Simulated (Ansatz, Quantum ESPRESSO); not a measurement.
## BN (F-43m): phonons by linear response

How does BN (F-43m) vibrate, and is this structure a minimum?

Method: DFT PBE, scalar-relativistic, plane waves, GBRV ultrasoft pseudopotentials, in Quantum ESPRESSO 7.5.

Experimental background.

“Equation of state of cubic boron nitride at high pressures and temperatures” (2007, arxiv:cond-mat/0702656) reports for BN, zinc blende, by single-crystal x-ray diffraction (micron-sized single crystals selected from powder, 295 K): lattice constant a (a at ambient conditions) 3.6152 ± 0.0002 Å.

“Strong Confinment of optical fields using localised surface phonon polaritons in cubic Boron Nitride” (2018, arxiv:1812.11146) reports for BN, zinc blende (cubic), by Raman scattering, 488 nm excitation (commercial high-pressure high-temperature grown grain, about 200 um): Raman mode (TO phonon at Gamma) 1056 cm⁻¹.

This is a report of a sequence of runs, with most program output left out.

### Step 1. The structure

Symmetry: F-43m, No. 216, cubic system. Conventional cell: a = 3.626 Å, b = 3.626 Å, c = 3.626 Å, α = 90.00°, β = 90.00°, γ = 90.00°. Nearest to B lie 4 N at 1.57 Å. Nearest to N lie 4 B at 1.57 Å. Farther neighbours and most contacts between anions are not listed.

Coordinates:

```
CELL_PARAMETERS angstrom
-1.81300 0.00000 1.81300
0.00000 1.81300 1.81300
-1.81300 1.81300 0.00000
ATOMIC_POSITIONS crystal
B 0.00000 0.00000 0.00000
N 0.75000 0.75000 0.75000
```

### Step 2. A first look

A cheap run with smearing and empty bands tells whether the crystal has a gap, which decides between fixed occupations and smearing later on.

probe.in

```
&control
   calculation = 'scf'
   prefix = 'x'
   outdir = './tmp'
   pseudo_dir = './pseudo'
   tprnfor = .true.
   tstress = .true.
   verbosity = 'high'
/
&system
   ibrav = 2
   celldm(1) = 6.85215071
   nat = 2
   ntyp = 2
   ecutwfc = 45.0
   ecutrho = 270.0
   occupations = 'smearing'
   smearing = 'gaussian'
   degauss = 0.01
/
&electrons
   conv_thr = 1.0d-07
   mixing_beta = 0.7
   electron_maxstep = 100
/
ATOMIC_SPECIES
 B      10.8100  B.upf
 N      14.0070  N.upf
ATOMIC_POSITIONS crystal
 B      0.000000000   0.000000000   0.000000000
 N      0.750000000   0.750000000   0.750000000
K_POINTS automatic
 8 8 8 0 0 0
```

Run with:

```
$ OMP_NUM_THREADS=1 mpirun -n 4 pw.x -nk 4 -in probe.in > probe.out
```

Run time: 1.1 s. Hardware: 4 MPI ranks of Arm Neoverse V2, shared host.

Numbers from this step:

```
volume per atom   : 5.959 Å³
pressure          : -0.506 GPa
gap on the k-mesh : 4.465 eV
```

A gap of 4.5 eV opens on this mesh, so the crystal is taken as an insulator; the start stands at -0.51 GPa.

### Step 3. Relaxing the cell and atoms

The relaxation runs at a cutoff a fifth above that of the response, since stress converges more slowly with the basis than frequencies do. Forces and stress are brought to rest with tight thresholds.

relax.in

```
&control
   calculation = 'vc-relax'
   prefix = 'x'
   outdir = './tmp'
   pseudo_dir = './pseudo'
   tprnfor = .true.
   tstress = .true.
   forc_conv_thr = 2.0d-05
   etot_conv_thr = 1.0d-07
   nstep = 40
/
&system
   ibrav = 2
   celldm(1) = 6.85215071
   nat = 2
   ntyp = 2
   ecutwfc = 54
   ecutrho = 324.0
   occupations = 'fixed'
   nbnd = 6
/
&electrons
   conv_thr = 1.0d-11
   mixing_beta = 0.7
   electron_maxstep = 100
/
&ions
/
&cell
   press_conv_thr = 0.2
/
ATOMIC_SPECIES
 B      10.8100  B.upf
 N      14.0070  N.upf
ATOMIC_POSITIONS crystal
 B      0.000000000   0.000000000   0.000000000
 N      0.750000000   0.750000000   0.750000000
K_POINTS automatic
 10 10 10 0 0 0
```

Run with:

```
$ OMP_NUM_THREADS=1 mpirun -n 4 pw.x -nk 4 -in relax.in > relax.out
```

It took 3.9 s on 4 MPI ranks.

Little changed from the start: no atom moved by 0.005 Å and no cell edge by 0.1 %.

The last row of the table of steps is pw.x's closing run on a basis chosen anew for the final cell, so its energy can jump.

Read from the output:

```
volume per atom   : 5.947 Å³
pressure          : 0.001 GPa
gap on the k-mesh : 4.467 eV
```

The volume changes by -0.2 % from the cell with which this run began.

### Step 4. Ground state

The response is built on this ground state, so it is converged far tighter than an energy would need. With a gap, occupations are fixed, which also allows the response to an electric field.

scf.in

```
&control
   calculation = 'scf'
   prefix = 'x'
   outdir = './tmp'
   pseudo_dir = './pseudo'
   tprnfor = .true.
   tstress = .true.
/
&system
   ibrav = 2
   celldm(1) = 6.84736768
   nat = 2
   ntyp = 2
   ecutwfc = 45.0
   ecutrho = 270.0
   occupations = 'fixed'
   nbnd = 6
/
&electrons
   conv_thr = 1.0d-12
   mixing_beta = 0.7
   electron_maxstep = 100
/
ATOMIC_SPECIES
 B      10.8100  B.upf
 N      14.0070  N.upf
ATOMIC_POSITIONS crystal
 B      0.000000000   0.000000000   0.000000000
 N      0.750000000   0.750000000   0.750000000
K_POINTS automatic
 12 12 12 0 0 0
```

Run with:

```
$ OMP_NUM_THREADS=1 mpirun -n 4 pw.x -nk 4 -in scf.in > scf.out
```

Elapsed: 1.9 s, on 4 MPI ranks; 7.5 s of CPU time.

This step gave:

```yaml
pressure: 0.272 GPa
```

The cell stands at 0.27 GPa, close enough for stiff modes, while soft ones can move.

### Step 5. Linear response on the mesh

Linear response treats each wavevector in the unit cell, with no supercell; the 4×4×4 mesh fixes the range of the force constants to be had.

ph.in

```
phonons
&inputph
   prefix = 'x'
   outdir = './tmp'
   fildyn = 'x.dyn'
   tr2_ph = 1.0d-18
   epsil = .true.
   ldisp = .true.
   nq1 = 4
   nq2 = 4
   nq3 = 4
/
```

Run with:

```
$ OMP_NUM_THREADS=1 mpirun -n 4 ph.x -nk 4 -in ph.in > ph.out
```

It took 7.5 min on 4 MPI ranks.

Numbers from this step:

```yaml
miss_of_the_charge_sum_rule: 0.001500 e
largest_acoustic_frequency_at_the_zone_centre_before_the_sum_rule: 26.32 cm⁻¹
highest_optical_zone_centre_mode_no_lo_to_term: 1028 cm⁻¹
lowest_optical_zone_centre_mode: 1028 cm⁻¹
mean_high_frequency_dielectric_constant: 4.606
largest_born_charge_in_size_third_of_the_trace: 1.919 e
lowest_mode_on_the_q_mesh_acoustic_ones_at_the_zone_centre_apart: 350.8 cm⁻¹
```

Frequencies (cm⁻¹) at each irreducible wavevector; negative means imaginary. Frequencies by wavevector:

```
  q (fractions)  star  mode 1  mode 2  mode 3  mode 4  mode 5  mode 6
          0 0 0     1   26.32   26.32   26.32    1028    1028    1028
       0 0 0.25     8   350.8   350.8   621.6   995.7   995.7    1229
       0 0 -0.5     4   484.3   484.3   955.8   966.9   966.9    1125
    0 0.25 0.25     6   467.5   467.5   642.9     977     977    1240
    0 0.25 -0.5    24     600   712.1   871.5   928.8   970.7    1111
   0 0.25 -0.25    12   528.5   682.5   775.2   943.4    1005    1128
    0 -0.5 -0.5     3     697     697   885.9   885.9   998.7    1140
0.25 -0.5 -0.25     6   772.1   802.2   863.1   950.2   964.2     988
```

Born charge (rows field, columns displacement), before the sum rule (e), principal values of the symmetric part by kind of site:

```
atom  atoms with these values    low  middle   high   mean
  B1                        1   1.92    1.92   1.92   1.92
  N2                        1  -1.92   -1.92  -1.92  -1.92
```

In full for B1:

```
1.92 0.00 0.00
0.00 1.92 0.00
0.00 0.00 1.92
```

High-frequency dielectric tensor:

```
4.61 0.00 0.00
0.00 4.61 0.00
0.00 0.00 4.61
```

The acoustic modes at Γ come out as far as 26.3 cm⁻¹ from zero, where they should vanish, a sizeable error of basis and grid; the Born charges miss their sum rule by 0.0015 e, which is good.

### Step 6. Force constants in real space

The dynamical matrices of the mesh are Fourier-transformed to force constants in real space, after the long-range dipole part is taken out.

q2r.in

```
&input
   fildyn = 'x.dyn'
   zasr = 'simple'
   flfrc = 'x.fc'
/
```

Run with:

```
$ q2r.x < q2r.in > q2r.out
```

Elapsed: 0.46 s, on 1 thread.

### Step 7. Interpolated phonon bands

From the force constants any wavevector is cheap; points of the mesh come back as solved, but for the sum rule and, in polar crystals, the LO-TO term at Γ; the rest is interpolation.

matdyn.in

```
&input
   asr = 'simple'
   flfrc = 'x.fc'
   flfrq = 'x.freq'
   flvec = 'x.modes'
   q_in_band_form = .true.
   q_in_cryst_coord = .true.
/
8
  0.0000000   0.0000000   0.0000000  12  ! GAMMA
 -0.0000000   0.5000000   0.5000000  12  ! X
 -0.0000000   0.6250000   0.3750000   1  ! U
 -0.3750000   0.3750000  -0.0000000  12  ! K
  0.0000000   0.0000000   0.0000000  12  ! GAMMA
 -0.0000000   0.5000000   0.0000000  12  ! L
 -0.2500000   0.5000000   0.2500000  12  ! W
 -0.0000000   0.5000000   0.5000000   1  ! X
```

Run with:

```
$ matdyn.x -in matdyn.in > matdyn.out
```

Wall time 0.46 s (1 thread).

Read from the output:

| Item | Value |
| --- | --- |
| lowest frequency on the path | 0 cm⁻¹ |

Matdyn.x, sum rule simple. Phonon branches along the path, in cm⁻¹:

```
    point  branch 1  branch 2  branch 3  branch 4  branch 5  branch 6
        Γ         0         0         0      1027      1027      1264
  halfway       467       467       642       977       977      1240
        X       696       696       885       885       999      1140
  halfway       688       746       881       889       994      1111
        U       659       852       865       899       958      1066
jump to K       659       852       865       899       958      1066
  halfway       420       530       659       975      1006      1194
        Γ         0         0         0      1027      1027      1264
  halfway       350       350       621       995       995      1228
        L       484       484       956       966       966      1124
  halfway       594       684       926       935       982      1063
        W       771       802       863       950       964       988
  halfway       729       745       879       893       994      1081
        X       696       696       885       885       999      1140
```

All branches are real along the path.

### Step 8. Sums over the zone

Sums over the zone need many more wavevectors than were solved, so the interpolation is sampled on a dense mesh.

matdyn.in

```
&input
   asr = 'simple'
   flfrc = 'x.fc'
   dos = .true.
   fldos = 'x.dos'
   nk1 = 22
   nk2 = 22
   nk3 = 22
   deltaE = 1.0
/
```

Run with:

```
$ matdyn.x -in matdyn.in > matdyn.out
```

The job ended after 22 s (1 thread).

Read from the output:

- share of modes beyond 3i cm⁻¹ on the dense interpolated mesh: 0
- zero-point energy per atom: 155.9 meV
- heat capacity at 300 K: 8.277 J/(mol atoms K)
- vibrational entropy at 300 K: 3.48 J/(mol atoms K)

The phonon density of states has structure finer than the step of the table below, so its rows give means over 50 cm⁻¹, whole bins alone (the curve runs from 0 to 1264 cm⁻¹). Peaks (cm⁻¹: height): total 872.0: 0.0135, 984.0: 0.0327, 1064.0: 0.00656; B 984.0: 0.0180, 1064.0: 0.00406; N 872.0: 0.00964, 928.0: 0.00889, 984.0: 0.0147, 1064.0: 0.0025.

Tetrahedra. Table of phonon density of states by wavenumber; means over each step; values in 1/cm⁻¹/cell:

```
wavenumber (cm⁻¹)    total        B        N
               50   1.0e-5   3.3e-6   5.2e-6
              100   7.7e-5   3.3e-5   4.2e-5
              150   1.9e-4   8.7e-5   1.1e-4
              200   3.6e-4   1.6e-4   2.0e-4
              250   5.9e-4   2.6e-4   3.3e-4
              300   9.0e-4   4.0e-4   5.1e-4
              350  0.00133   5.8e-4   7.5e-4
              400  0.00196   8.6e-4  0.00109
              450  0.00302  0.00133  0.00169
              500  0.00504  0.00221  0.00283
              550  0.00564  0.00250  0.00314
              600  0.00607  0.00273  0.00334
              650  0.00655  0.00299  0.00356
              700  0.00626  0.00291  0.00335
              750  0.00475  0.00211  0.00264
              800  0.00476  0.00197  0.00279
              850  0.00552  0.00187  0.00365
              900   0.0120  0.00540  0.00655
              950   0.0185  0.00976  0.00869
             1000   0.0167  0.00916  0.00756
             1050  0.00383  0.00234  0.00149
             1100  0.00553  0.00375  0.00179
             1150  0.00460  0.00305  0.00155
             1200  0.00376  0.00230  0.00145
```

Harmonic thermodynamic functions per atom, summed over the density of states scaled to three modes an atom; melting is ignored. Thermodynamic functions:

```
T (K)  F_vib (meV/atom)  S (J/mol-atom/K)  C_V (J/mol-atom/K)
    0             155.9                 0                   0
   50             155.9             0.011               0.037
  100             155.8             0.118               0.412
  200             155.3              1.17               3.486
  300               153              3.48               8.277
  400             147.8             6.468               12.53
  500             139.5              9.62               15.66
  600               128             12.68               17.86
  700             113.3             15.56               19.42
  800             95.77             18.23               20.54
  900             75.58              20.7               21.36
 1000             52.92             22.98               21.98
```

At 300 K the heat capacity has reached 33 % of the Dulong-Petit value.

### Step 9. Zone-centre analysis

A rigid shift of the crystal must cost nothing, but grids and finite bases break this; the acoustic sum rule is imposed before the matrix is diagonalised again. With Born charges the intensities follow, and the static dielectric tensor.

dynmat.in

```
&input
   fildyn = 'x.dyn1'
   asr = 'simple'
   fileig = 'dynmat.eig'
   lperm = .true.
/
```

Run with:

```
$ dynmat.x -in dynmat.in > dynmat.out
```

Run time: 0.45 s. Hardware: 1 thread.

Read from the output:

```
highest optical zone-centre mode (no LO-TO term) : 1027 cm⁻¹
lowest optical zone-centre mode                  : 1027 cm⁻¹
mean static dielectric constant                  : 6.970
```

Unit eigenvectors of the mass-weighted matrix after the sum rule; no LO-TO term. Modes at Γ, with each element's share of the kinetic energy:

```
mode  frequency (cm⁻¹)  symmetry  B %  N %
   1               0.0  acoustic   44   56
   2               0.0  acoustic   44   56
   3               0.0  acoustic   44   56
   4            1027.3        T2   56   44
   5            1027.3        T2   56   44
   6            1027.3        T2   56   44
```

Displacements in mode 5 (1027.3 cm⁻¹), the largest set to 1:
```
B1   0.00  0.00  1.00
N2   0.00  0.00 -0.77
```

Degenerate modes summed, no LO-TO term. Infrared lines, with heights relative to the strongest:

```
position (cm⁻¹)  lines merged  label  IR intensity, relative
           1027             3     T2                     100
```

Static dielectric tensor (ions relaxed, fixed cell):

```
6.97 0.00 0.00
0.00 6.97 0.00
0.00 0.00 6.97
```

The rule also moves an optical mode by 0.4 cm⁻¹.

### Step 10. Sum rules set otherwise (asr no)

Without the rule the raw error of the acoustic modes shows.

dynmat.in

```
&input
   fildyn = 'x.dyn1'
   asr = 'no'
   fileig = 'dynmat.eig'
   lperm = .true.
/
```

Run with:

```
$ dynmat.x -in dynmat.in > dynmat.out
```

Elapsed: 0.45 s, on 1 thread.

Numbers from this step:

* highest optical zone-centre mode (no LO-TO term): 1028 cm⁻¹
* lowest optical zone-centre mode: 1028 cm⁻¹

Zone-centre frequencies as printed; negative means imaginary. Modes:

```
mode  frequency (cm⁻¹)
   1             26.32
   2             26.32
   3             26.32
   4              1028
   5              1028
   6              1028
```

Against the first rule no mode moves by more than 26.4 cm⁻¹.

### Step 11. Sum rules set otherwise: a sum rule for molecules or wires on a crystal

This rule also removes rotations, which suits wires and not a crystal; it is tried to see the harm.

dynmat.in

```
&input
   fildyn = 'x.dyn1'
   asr = 'one-dim'
   fileig = 'dynmat.eig'
   lperm = .true.
/
```

Run with:

```
$ dynmat.x -in dynmat.in > dynmat.out
```

It took 0.45 s on 1 thread.

The program raised no error, yet the settings are not those of a careful run.

The fault: a sum rule for molecules or wires on a crystal; 1 optical mode is projected out to zero frequency, as if it were a rotation, and the static dielectric tensor is spoilt.

For a crystal the rule has to be 'simple' or 'crystal'.

Zone-centre frequencies as printed; negative means imaginary. Modes:

```
mode  frequency (cm⁻¹)
   1                 0
   2                 0
   3                 0
   4                 0
   5              1028
   6              1028
```

### Step 12. The LO-TO splitting (1 0 0)

A longitudinal polar mode sets up a macroscopic field that stiffens it; the term hangs on the direction from which q goes to zero.

dynmat.in

```
&input
   fildyn = 'x.dyn1'
   asr = 'simple'
   fileig = 'dynmat.eig'
   q(1) = 1.0
   q(2) = 0.0
   q(3) = 0.0
/
```

Run with:

```
$ dynmat.x -in dynmat.in > dynmat.out
```

Elapsed: 0.45 s, on 1 thread.

Read from the output:

| Item | Value |
| --- | --- |
| highest mode moved by the LO-TO term | 1264 cm⁻¹ |

Zone-centre frequencies as printed; negative means imaginary. Modes:

```
mode  frequency (cm⁻¹)
   1                 0
   2                 0
   3                 0
   4              1027
   5              1027
   6              1264
```

The field moves one mode, from 1027 to 1264 cm⁻¹; the others stay.

### Step 13. The dispersion under another sum rule (asr all)

The sum rule corrects the force constants themselves, so it can shift branches at any wavevector, low ones most.

matdyn.in

```
&input
   asr = 'all'
   flfrc = 'x.fc'
   flfrq = 'x.freq'
   flvec = 'x.modes'
   q_in_band_form = .true.
   q_in_cryst_coord = .true.
/
8
  0.0000000   0.0000000   0.0000000   8  ! GAMMA
 -0.0000000   0.5000000   0.5000000   8  ! X
 -0.0000000   0.6250000   0.3750000   1  ! U
 -0.3750000   0.3750000  -0.0000000   8  ! K
  0.0000000   0.0000000   0.0000000   8  ! GAMMA
 -0.0000000   0.5000000   0.0000000   8  ! L
 -0.2500000   0.5000000   0.2500000   8  ! W
 -0.0000000   0.5000000   0.5000000   1  ! X
```

Run with:

```
$ matdyn.x -in matdyn.in > matdyn.out
```

Wall time 0.47 s (1 thread).

At the labelled points the branches move by no more than 0.8 cm⁻¹. The log warns that this rule wants the long-range part of the force constants stored apart (write_lr, read_lr) in a polar crystal, which was not done.

### Step 14. A changed mass

Force constants don't depend on the masses, so an isotope effect costs no new response.

matdyn.in

```
&input
   asr = 'simple'
   flfrc = 'x.fc'
   flfrq = 'x.freq'
   flvec = 'x.modes'
   q_in_band_form = .true.
   q_in_cryst_coord = .true.
   amass(1) = 21.62
   amass(2) = 14.007
/
8
  0.0000000   0.0000000   0.0000000   8  ! GAMMA
 -0.0000000   0.5000000   0.5000000   8  ! X
 -0.0000000   0.6250000   0.3750000   1  ! U
 -0.3750000   0.3750000  -0.0000000   8  ! K
  0.0000000   0.0000000   0.0000000   8  ! GAMMA
 -0.0000000   0.5000000   0.0000000   8  ! L
 -0.2500000   0.5000000   0.2500000   8  ! W
 -0.0000000   0.5000000   0.5000000   1  ! X
```

Run with:

```
$ matdyn.x -in matdyn.in > matdyn.out
```

Run time: 0.46 s. Hardware: 1 thread.

Matdyn.x, sum rule simple. The phonon branches at the labelled points (cm⁻¹):

```
    point  branch 1  branch 2  branch 3  branch 4  branch 5  branch 6
        Γ         0         0         0       870       870      1071
  halfway       379       379       533       850       850      1056
        X       535       535       806       815       815       999
  halfway       532       562       784       813       831       993
        U       518       609       726       808       865       984
jump to K       518       609       726       808       865       984
  halfway       346       430       541       836       873      1032
        Γ         0         0         0       870       870      1071
  halfway       289       289       513       851       851      1052
        L       397       397       756       832       832      1004
  halfway       476       545       707       821       873       986
        W       556       652       681       826       863       968
  halfway       546       573       764       821       835       987
        X       535       535       806       815       815       999
```

The top of the path falls from 1264 to 1071 cm⁻¹, a ratio of 0.85; a mode of that atom alone would give 0.71.

[end of part 1 of 2]

[Host names and launcher messages were left out of these logs when they were recorded.]

[Logs are printed without paths, hosts, clocks, repeated set-up lines and the standing remarks that a program may print on its own settings, such as how far it seeks lower states.]

[Hosts, paths, dates, database ids (printed as entryN), source tags and the programs' standing remarks are cut or masked in the printed files.]
